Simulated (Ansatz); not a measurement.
# Cl on Mg(0001): change of the work function, part 2 of 4

Aim: the work function of Mg(0001) at several coverages of Cl (fcc site), and the dipole that each adsorbate carries.

Ansatz 0.2.0; plane-wave DFT, PBE, Ansatz PAW.

So far, work function, upper face (eV): step 2 (the clean slab) 3.79.

## (3) The covered slab, k-mesh 4×4×1, coverage 0.111 ML

System of this step: Cl/Mg(0001). The cell holds 37 atoms: 36 Mg and 1 Cl. Its edges and angles: a = 9.630 Å, b = 9.630 Å, c = 27.530 Å, α = 90.0°, β = 90.0°, γ = 60.0°. Vacuum lies along c.

The clean slab as it ended is repeated in the plane and the adsorbate is set on one face; the cell's size fixes the coverage, and the k-mesh shrinks with it to keep the sampling density about even. Adsorbate and upper layers relax, since the dipole depends on the height.

input.yaml

```yaml
crystal:
  lattice:
    - [9.6299999999, 0.0, 0.0]
    - [4.815, 8.3398246384, 0.0]
    - [0.0, 0.0, 27.5304502249]
  atoms:
    - { symbol: Mg, position: [0.2222222222, 0.2222222222, 0.3269107452] }
    - { symbol: Mg, position: [0.0, 0.0, 0.4215884558] }
    - { symbol: Mg, position: [0.2222222222, 0.2222222222, 0.5164513242] }
    - { symbol: Mg, position: [0.0, 0.0, 0.6119858792] }
    - { symbol: Mg, position: [0.2222222222, 0.5555555556, 0.3269107452] }
    - { symbol: Mg, position: [0.0, 0.3333333333, 0.4215884558] }
    - { symbol: Mg, position: [0.2222222222, 0.5555555556, 0.5164513242] }
    - { symbol: Mg, position: [0.0, 0.3333333333, 0.6119858792] }
    - { symbol: Mg, position: [0.2222222222, 0.8888888889, 0.3269107452] }
    - { symbol: Mg, position: [0.0, 0.6666666667, 0.4215884558] }
    - { symbol: Mg, position: [0.2222222222, 0.8888888889, 0.5164513242] }
    - { symbol: Mg, position: [0.0, 0.6666666667, 0.6119858792] }
    - { symbol: Mg, position: [0.5555555556, 0.2222222222, 0.3269107452] }
    - { symbol: Mg, position: [0.3333333333, 0.0, 0.4215884558] }
    - { symbol: Mg, position: [0.5555555556, 0.2222222222, 0.5164513242] }
    - { symbol: Mg, position: [0.3333333333, 0.0, 0.6119858792] }
    - { symbol: Mg, position: [0.5555555556, 0.5555555556, 0.3269107452] }
    - { symbol: Mg, position: [0.3333333333, 0.3333333333, 0.4215884558] }
    - { symbol: Mg, position: [0.5555555556, 0.5555555556, 0.5164513242] }
    - { symbol: Mg, position: [0.3333333333, 0.3333333333, 0.6119858792] }
    - { symbol: Mg, position: [0.5555555556, 0.8888888889, 0.3269107452] }
    - { symbol: Mg, position: [0.3333333333, 0.6666666667, 0.4215884558] }
    - { symbol: Mg, position: [0.5555555556, 0.8888888889, 0.5164513242] }
    - { symbol: Mg, position: [0.3333333333, 0.6666666667, 0.6119858792] }
    - { symbol: Mg, position: [0.8888888889, 0.2222222222, 0.3269107452] }
    - { symbol: Mg, position: [0.6666666667, 0.0, 0.4215884558] }
    - { symbol: Mg, position: [0.8888888889, 0.2222222222, 0.5164513242] }
    - { symbol: Mg, position: [0.6666666667, 0.0, 0.6119858792] }
    - { symbol: Mg, position: [0.8888888889, 0.5555555556, 0.3269107452] }
    - { symbol: Mg, position: [0.6666666667, 0.3333333333, 0.4215884558] }
    - { symbol: Mg, position: [0.8888888889, 0.5555555556, 0.5164513242] }
    - { symbol: Mg, position: [0.6666666667, 0.3333333333, 0.6119858792] }
    - { symbol: Mg, position: [0.8888888889, 0.8888888889, 0.3269107452] }
    - { symbol: Mg, position: [0.6666666667, 0.6666666667, 0.4215884558] }
    - { symbol: Mg, position: [0.8888888889, 0.8888888889, 0.5164513242] }
    - { symbol: Mg, position: [0.6666666667, 0.6666666667, 0.6119858792] }
    - { symbol: Cl, position: [0.1111111111, 0.1111111111, 0.6730892548] }
kpoints:
  mp_grid: { grid: [4, 4, 1] }
hamiltonian:
  xc: pbe
scf:
  occupations: { method: fermi_dirac, width: 0.1 }
  convergence: { dr2_threshold: 1.0e-08 }
efield:
  axis: 3
  dipole_correction: true
  ramp_position: 0.97
  ramp_width: 0.06
relax:
  f_tol: 0.02
  max_steps: 60
  constraints:
    - { sites: [0, 1, 4, 5, 8, 9, 12, 13, 16, 17, 20, 21, 24, 25, 28, 29, 32, 33] }
output:
  write_potential: true
  write_density: true
  volumetric_format: npy
```

Run with:

```
> ansatz run input.yaml --threads 4 --pin off --max-ram 16384MiB --backend cpu --events-out ev --progress --plain --runs-dir out
```

What it wrote:

```text
[...]
Crystal: 37 atoms, lattice volume = 2211.040 Å³
Basis set: ecut = 420 eV, 43143 PW (Γ), exchange–correlation on 144×144×384 points (8 copies of the dense FFT grid, shifted against one another)
Bands: 221, of which v1, the nominal top of the filled ones, is band 184 counted from 1 (183 counted from 0)
Symmetry: 6 space group operations
[...]
k-points: 4 of 16 (time reversal used)
[...]
SCF iter   1: F=—  HF=-70333.521276 eV  |F-HF|=—  |Δ(HF+E_count)|=         —  Δρ=8.07e-4  dr2=5.54e-2  ethr=1.77e-3  p=-0.030 e·Å  D=-2.48e-3 V/Å  ΔV_dip=0.07 eV  dr2_dipole=1.59e-3  V_vac-E_F(+/−)=3.84/3.77 eV  ⟨swp⟩=17.8  Hψ=5532  notcnv=0  defer=5
[...]
SCF iter   8: F=-70333.517609 eV  HF=-70333.517609 eV  |F-HF|=1.83e-9  |Δ(HF+E_count)|=   1.80e-8  Δρ=1.67e-7  dr2=1.46e-9  ethr=2.72e-12  p=-0.032 e·Å  D=-2.62e-3 V/Å  ΔV_dip=0.07 eV  dr2_dipole=7.84e-11  V_vac-E_F(+/−)=3.84/3.77 eV  ⟨swp⟩=9.2  Hψ=4675  notcnv=0
SCF 1 converged in 8 iterations: F = -70333.517609 eV  dr2 = 1.46e-9
[...]
relax step   1: F+E_penalty+E_count = -70333.51760911 eV  Δ(F+E_penalty+E_count) = +0.000e0 eV  max|allowed force component| = 5.268e-1 eV/Å  Δτ_max = 0.0000 Å  (8 SCF iters, accepted)
[...]
SCF iter   7: F=-70333.581612 eV  HF=-70333.581612 eV  |F-HF|=8.08e-9  |Δ(HF+E_count)|=   9.25e-8  Δρ=4.32e-7  dr2=7.70e-9  ethr=2.72e-12  p=-0.050 e·Å  D=-4.09e-3 V/Å  ΔV_dip=0.11 eV  dr2_dipole=1.12e-9  V_vac-E_F(+/−)=3.88/3.77 eV  ⟨swp⟩=9.8  Hψ=5105  notcnv=0
SCF 2 converged in 7 iterations: F = -70333.581612 eV  dr2 = 7.70e-9
relax step   2: F+E_penalty+E_count = -70333.58161171 eV  Δ(F+E_penalty+E_count) = -6.400e-2 eV  max|allowed force component| = 2.095e-1 eV/Å  Δτ_max = 0.0674 Å  (7 SCF iters, accepted)
SCF iter   1: F=—  HF=-70333.588910 eV  |F-HF|=—  |Δ(HF+E_count)|=         —  Δρ=3.09e-4  dr2=4.50e-3  ethr=9.21e-6  p=-0.050 e·Å  D=-4.09e-3 V/Å  ΔV_dip=0.11 eV  dr2_dipole=1.93e-4  V_vac-E_F(+/−)=3.88/3.77 eV  ⟨swp⟩=4.5  Hψ=1654  notcnv=0  defer=12
[...]
SCF iter   7: F=-70333.588230 eV  HF=-70333.588230 eV  |F-HF|=3.58e-9  |Δ(HF+E_count)|=   5.88e-8  Δρ=1.97e-7  dr2=1.78e-9  ethr=2.72e-12  p=-0.062 e·Å  D=-5.10e-3 V/Å  ΔV_dip=0.14 eV  dr2_dipole=2.30e-10  V_vac-E_F(+/−)=3.91/3.77 eV  ⟨swp⟩=9.2  Hψ=5058  notcnv=0
SCF 3 converged in 7 iterations: F = -70333.588230 eV  dr2 = 1.78e-9
relax step   3: F+E_penalty+E_count = -70333.58822995 eV  Δ(F+E_penalty+E_count) = -6.618e-3 eV  max|allowed force component| = 5.459e-2 eV/Å  Δτ_max = 0.0476 Å  (7 SCF iters, accepted)
SCF iter   1: F=—  HF=-70333.588603 eV  |F-HF|=—  |Δ(HF+E_count)|=         —  Δρ=1.01e-4  dr2=6.90e-4  ethr=6.92e-7  p=-0.062 e·Å  D=-5.10e-3 V/Å  ΔV_dip=0.14 eV  dr2_dipole=1.08e-4  V_vac-E_F(+/−)=3.91/3.77 eV  ⟨swp⟩=3.0  Hψ=1499  notcnv=0  defer=11
[...]
SCF iter   6: F=-70333.588710 eV  HF=-70333.588710 eV  |F-HF|=2.71e-9  |Δ(HF+E_count)|=   5.41e-8  Δρ=3.23e-7  dr2=3.93e-9  ethr=2.72e-12  p=-0.067 e·Å  D=-5.48e-3 V/Å  ΔV_dip=0.15 eV  dr2_dipole=2.51e-10  V_vac-E_F(+/−)=3.92/3.77 eV  ⟨swp⟩=9.2  Hψ=5023  notcnv=0
SCF 4 converged in 6 iterations: F = -70333.588710 eV  dr2 = 3.93e-9
relax step   4: F+E_penalty+E_count = -70333.58870955 eV  Δ(F+E_penalty+E_count) = -4.796e-4 eV  max|allowed force component| = 6.153e-3 eV/Å  Δτ_max = 0.0158 Å  (6 SCF iters, accepted)
NSCF: frozen V_eff on 4 k-points
[...]
SCF converged after 6 iterations
Free energy (F): -70333.588710 eV
[...]
Internal energy: -70332.949426 eV  (E = F + TS)
E sigma→0 (E₀):  -70333.269068 eV
Entropy (-TS):   -0.639283 eV (-17.278 meV/atom)
Fermi energy:    -0.141827 eV
Dipole field:    D = -0.005470 V/Å  (p = -0.066836 e·Å, saw-weighted, corrected)
Work function:   Φ+ = 3.9170 eV   Φ− = 3.7664 eV
[...]
--- Forces (eV/Å), atoms counted from 1 ---
  atom   1  Mg     0.00658842     0.00380383    -0.03381940
  atom   2  Mg     0.00317307     0.00183197     0.07618836
  atom   3  Mg     0.00035869     0.00020709    -0.00062701
  atom   4  Mg     0.00031582     0.00018234    -0.00213781
  atom   5  Mg     0.00536087    -0.00309510    -0.03656628
  atom   6  Mg    -0.00000000    -0.00366395     0.07618836
  atom   7  Mg     0.00019534    -0.00011278     0.00043091
  atom   8  Mg    -0.00000000    -0.00036468    -0.00213781
  atom   9  Mg    -0.00000000    -0.00760765    -0.03381940
  atom  10  Mg    -0.02636861     0.01522392    -0.01416404
  atom  11  Mg    -0.00000000    -0.00041418    -0.00062701
  atom  12  Mg    -0.00060619     0.00034998    -0.00086947
  atom  13  Mg     0.00000000     0.00619020    -0.03656628
  atom  14  Mg    -0.00317307     0.00183197     0.07618836
  atom  15  Mg     0.00000000     0.00022556     0.00043091
  atom  16  Mg    -0.00031582     0.00018234    -0.00213781
  atom  17  Mg    -0.00536087    -0.00309510    -0.03656628
  atom  18  Mg    -0.01340699    -0.00774053     0.03465968
  atom  19  Mg    -0.00019534    -0.00011278     0.00043091
  atom  20  Mg    -0.00110152    -0.00063596     0.00146950
  atom  21  Mg     0.00014390    -0.00008308    -0.02664511
  atom  22  Mg     0.00000000     0.01548106     0.03465968
  atom  23  Mg     0.00027135    -0.00015666     0.00002889
  atom  24  Mg     0.00000000     0.00127193     0.00146950
  atom  25  Mg    -0.00658842     0.00380383    -0.03381940
  atom  26  Mg    -0.00000000    -0.03044784    -0.01416404
  atom  27  Mg    -0.00035869     0.00020709    -0.00062701
  atom  28  Mg    -0.00000000    -0.00069997    -0.00086947
  atom  29  Mg     0.00000000     0.00016616    -0.02664511
  atom  30  Mg     0.01340699    -0.00774053     0.03465968
  atom  31  Mg     0.00000000     0.00031333     0.00002889
  atom  32  Mg     0.00110152    -0.00063596     0.00146950
  atom  33  Mg    -0.00014390    -0.00008308    -0.02664511
  atom  34  Mg     0.02636861     0.01522392    -0.01416404
  atom  35  Mg    -0.00027135    -0.00015666     0.00002889
  atom  36  Mg     0.00060619     0.00034998    -0.00086947
  atom  37  Cl    -0.00000000     0.00000000     0.00615343
  max |Σ_I F_I| component: 1.92e-6 eV/Å
--- Band table (eV) ---
  k-point 0: bands = [... 180 lower, -0.4319, -0.4319, -0.2896, 0.2250, 0.2250, 0.2354, 0.2535, 0.2535, ... 33 higher]
  k-point 1: bands = [... 180 lower, -0.3164, -0.2191, -0.1009, -0.0203, -0.0170, 0.1638, 0.4980, 0.5708, ... 33 higher]
  k-point 2: bands = [... 180 lower, -0.5795, -0.3993, -0.0469, -0.0402, -0.0320, -0.0157, 0.1394, 0.2751, ... 33 higher]
  k-point 3: bands = [... 180 lower, -0.7423, -0.6353, -0.3814, -0.3169, -0.1983, -0.1091, -0.0511, 0.1216, ... 33 higher]
--- Relaxed structure (4 steps of the walk, 4 accepted, 0 SCFs on fresh bases) ---
  F+E_penalty+E_count = -70333.58870955 eV   max|allowed force component| = 6.153e-3 eV/Å
  atoms:
    - { symbol: Mg, position: [0.222222, 0.222222, 0.326911] }
    - { symbol: Mg, position: [1.111110e-11, 1.111110e-11, 0.421588] }
    - { symbol: Mg, position: [0.221686, 0.221686, 0.517809] }
    - { symbol: Mg, position: [-0.00395028, -0.00395028, 0.613306] }
    - { symbol: Mg, position: [0.222222, 0.555556, 0.326911] }
    - { symbol: Mg, position: [1.111111e-11, 0.333333, 0.421588] }
    - { symbol: Mg, position: [0.222105, 0.555614, 0.514816] }
    - { symbol: Mg, position: [-0.00395028, 0.341234, 0.613306] }
    - { symbol: Mg, position: [0.222222, 0.888889, 0.326911] }
    - { symbol: Mg, position: [-2.222222e-11, 0.666667, 0.421588] }
    - { symbol: Mg, position: [0.221686, 0.889960, 0.517809] }
    - { symbol: Mg, position: [0.00135397, 0.665990, 0.611704] }
    - { symbol: Mg, position: [0.555556, 0.222222, 0.326911] }
    - { symbol: Mg, position: [0.333333, 1.111110e-11, 0.421588] }
    - { symbol: Mg, position: [0.555614, 0.222105, 0.514816] }
    - { symbol: Mg, position: [0.341234, -0.00395028, 0.613306] }
    - { symbol: Mg, position: [0.555556, 0.555556, 0.326911] }
    - { symbol: Mg, position: [0.333333, 0.333333, 0.421588] }
    - { symbol: Mg, position: [0.555614, 0.555614, 0.514816] }
    - { symbol: Mg, position: [0.335536, 0.335536, 0.609446] }
    - { symbol: Mg, position: [0.555556, 0.888889, 0.326911] }
    - { symbol: Mg, position: [0.333333, 0.666667, 0.421588] }
    - { symbol: Mg, position: [0.556351, 0.888491, 0.515996] }
    - { symbol: Mg, position: [0.335536, 0.662261, 0.609446] }
    - { symbol: Mg, position: [0.888889, 0.222222, 0.326911] }
    - { symbol: Mg, position: [0.666667, -2.222223e-11, 0.421588] }
    - { symbol: Mg, position: [0.889960, 0.221686, 0.517809] }
    - { symbol: Mg, position: [0.665990, 0.00135397, 0.611704] }
    - { symbol: Mg, position: [0.888889, 0.555556, 0.326911] }
    - { symbol: Mg, position: [0.666667, 0.333333, 0.421588] }
    - { symbol: Mg, position: [0.888491, 0.556351, 0.515996] }
    - { symbol: Mg, position: [0.662261, 0.335536, 0.609446] }
    - { symbol: Mg, position: [0.888889, 0.888889, 0.326911] }
    - { symbol: Mg, position: [0.666667, 0.666667, 0.421588] }
    - { symbol: Mg, position: [0.888491, 0.888491, 0.515996] }
    - { symbol: Mg, position: [0.665990, 0.665990, 0.611704] }
    - { symbol: Cl, position: [0.111111, 0.111111, 0.676086] }
```

Run time: 4.4 min. Hardware: 4 threads of Arm Neoverse V1, shared host; peak memory 7.8 GiB.

This run has no spin polarisation although its electron count is odd.

The steps of the relaxation:

| step | energy less that of the first step (eV) | largest force component (eV/Å) |
| --- | --- | --- |
| 1 | 0.0000 | 0.5268 |
| 2 | -0.0640 | 0.2095 |
| 3 | -0.0706 | 0.0546 |
| 4 | -0.0711 | 0.0062 |

The run keeps the 6 symmetry operations that the program found, so distortions that break them were not tested.

The atoms that moved most (Å):

| atom | dx | dy | dz | length |
| --- | --- | --- | --- | --- |
| Cl37 | 0.000 | 0.000 | 0.083 | 0.083 |
| Mg32 | -0.032 | 0.018 | -0.070 | 0.079 |
| Mg24 | 0.000 | -0.037 | -0.070 | 0.079 |
| Mg20 | 0.032 | 0.018 | -0.070 | 0.079 |
| Mg4 | -0.057 | -0.033 | 0.036 | 0.075 |
| Mg16 | 0.057 | -0.033 | 0.036 | 0.075 |
| Mg8 | 0.000 | 0.066 | 0.036 | 0.075 |
| Mg15 | 0.000 | -0.001 | -0.045 | 0.045 |

The relaxed structure:

```
Mg Cl
1.0
     9.63000    0.00000    0.00000
     4.81500    8.33982    0.00000
     0.00000    0.00000   27.53045
Mg Cl
36 1
Direct
  0.22222 0.22222 0.32691
  0.00000 0.00000 0.42159
  0.22169 0.22169 0.51781
  0.99605 0.99605 0.61331
  0.22222 0.55556 0.32691
  0.00000 0.33333 0.42159
  0.22211 0.55561 0.51482
  0.99605 0.34123 0.61331
  0.22222 0.88889 0.32691
  0.00000 0.66667 0.42159
  0.22169 0.88996 0.51781
  0.00135 0.66599 0.61170
  0.55556 0.22222 0.32691
  0.33333 0.00000 0.42159
  0.55561 0.22211 0.51482
  0.34123 0.99605 0.61331
  0.55556 0.55556 0.32691
  0.33333 0.33333 0.42159
  0.55561 0.55561 0.51482
  0.33554 0.33554 0.60945
  0.55556 0.88889 0.32691
  0.33333 0.66667 0.42159
  0.55635 0.88849 0.51600
  0.33554 0.66226 0.60945
  0.88889 0.22222 0.32691
  0.66667 0.00000 0.42159
  0.88996 0.22169 0.51781
  0.66599 0.00135 0.61170
  0.88889 0.55556 0.32691
  0.66667 0.33333 0.42159
  0.88849 0.55635 0.51600
  0.66226 0.33554 0.60945
  0.88889 0.88889 0.32691
  0.66667 0.66667 0.42159
  0.88849 0.88849 0.51600
  0.66599 0.66599 0.61170
  0.11111 0.11111 0.67609
```

Numbers from this step:

| Item | Value |
| --- | --- |
| energy at zero smearing | -70333.2691 eV |
| work function, upper face | 3.917 eV |
| work function, lower face | 3.766 eV |
| dipole along the normal | -0.06684 e·Å |
| step between the vacuum levels | 0.1506 eV |

Running mean over 2.60652 Å of the planar mean; the ramp of the sawtooth is left out. Table of electron's electrostatic potential energy less the Fermi level by z:

z (Å), electron's electrostatic potential energy less the Fermi level (eV) and a bar from the least value:
```
      3.5       3.77 #############################
      4.0       3.76 #############################
      4.5       3.76 #############################
      5.0       3.75 #############################
      5.5       3.72 #############################
      6.0       3.62 #############################
      6.5       3.33 ############################
      7.0       2.58 #########################
      7.5       0.67 ##################
      8.0      -2.11 ########
      8.5      -3.59 ##
      9.0      -4.03 
      9.5      -4.08 
     10.0      -4.04 
     10.5      -4.02 
     11.0      -4.02 
     11.5      -4.01 #
     12.0      -4.01 #
     12.5      -4.02 
     13.0      -4.02 
     13.5      -4.01 #
     14.0      -4.01 #
     14.5      -4.00 #
     15.0      -3.98 #
     15.5      -3.95 #
     16.0      -4.02 
     16.5      -4.12 
     17.0      -4.15 
     17.5      -3.73 ##
     18.0      -1.87 ########
     18.5       0.85 ###################
     19.0       2.32 ########################
     19.5       3.01 ###########################
     20.0       3.49 ############################
     20.5       3.79 ##############################
     21.0       3.89 ##############################
     21.5       3.91 ##############################
     22.0       3.92 ##############################
     22.5       3.92 ##############################
     23.0       3.92 ##############################
     23.5       3.92 ##############################
     24.0       3.92 ##############################
```

The relaxation took 4 steps and lowered the energy by 0.071 eV; the largest force on the free atoms ends at 0.0062 eV/Å.

The covered face has 3.92 eV, +0.13 eV against the clean one; the bare back face has moved by -0.03 eV, a measure of how thin the slab is.

[end of part 2 of 4]

[Long decimals in the printed logs are rounded to 6 places.]

[Logs are printed without paths, hosts, clocks, repeated set-up lines and the standing remarks that a program may print on its own settings, such as how far it seeks lower states.]

[Hosts, paths, dates, database ids (printed as entryN), source tags and the programs' standing remarks are cut or masked in the printed files.]

[Maps of the electrostatic potential energy from Ansatz leave out the sawtooth potential of an applied field or a dipole correction, so their vacuum need not be flat; planar profiles and work functions include it.]
